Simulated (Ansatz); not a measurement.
Consider OsCl4 (Cmmm).

```cif
data_structure
_symmetry_space_group_name_H-M 'P 1'
_symmetry_Int_Tables_number 1
_cell_length_a 5.7487
_cell_length_b 5.7487
_cell_length_c 3.5600
_cell_angle_alpha 90.000
_cell_angle_beta 90.000
_cell_angle_gamma 92.798
_cell_volume 117.51
loop_
_atom_site_label
_atom_site_type_symbol
_atom_site_fract_x
_atom_site_fract_y
_atom_site_fract_z
_atom_site_occupancy
Os1 Os 0.00000 0.00000 0.00000 1
Cl2 Cl 0.81060 0.18940 0.50000 1
Cl3 Cl 0.18940 0.81060 0.50000 1
Cl4 Cl 0.28520 0.28520 0.00000 1
Cl5 Cl 0.71480 0.71480 0.00000 1
```

The cell and positions come from the Crystallography Open Database and are kept as given unless a step says otherwise. Spin-orbit coupling is left out unless a run names it. PAW set soft_2, made with PBE.

A constrained-RPA run (Ansatz 0.2.0; non-magnetic LDA; Os t2g + anion p, bands v14 to c1, 4×4×6 mesh, medium accuracy) builds 15 functions on bands 7.4 eV wide, with 28.0 electrons in the window. The bare on-site interaction is 14.1 eV and the bare J 0.58 eV.

What U and J survive the screening?

On the Os t2g shell, U = 4.09 eV (29 % of the bare value), U′ = 3.20 eV, J = 0.41 eV.

The parent state is non-magnetic and the interaction static (zero frequency); U depends on the window and the orbitals, so it belongs to this model alone. Spin-orbit coupling, which is strong for atoms this heavy, is left out. A window that holds the anion p bands defines a model with explicit ligands; its U belongs to that model and is not the U of DFT+U.

[Paths, hosts, dates, memory and timing lines, banners, echoed tables and standing remarks are left out of the program output.]

[Logs are printed without paths, hosts, clocks, repeated set-up lines and the standing remarks that a program may print on its own settings, such as how far it seeks lower states.]

[Runs of the session that timed out or met a known fault of the program may be left out.]

[Hosts, paths, dates, database ids (printed as entryN), source tags and the programs' standing remarks are cut or masked in the printed files.]
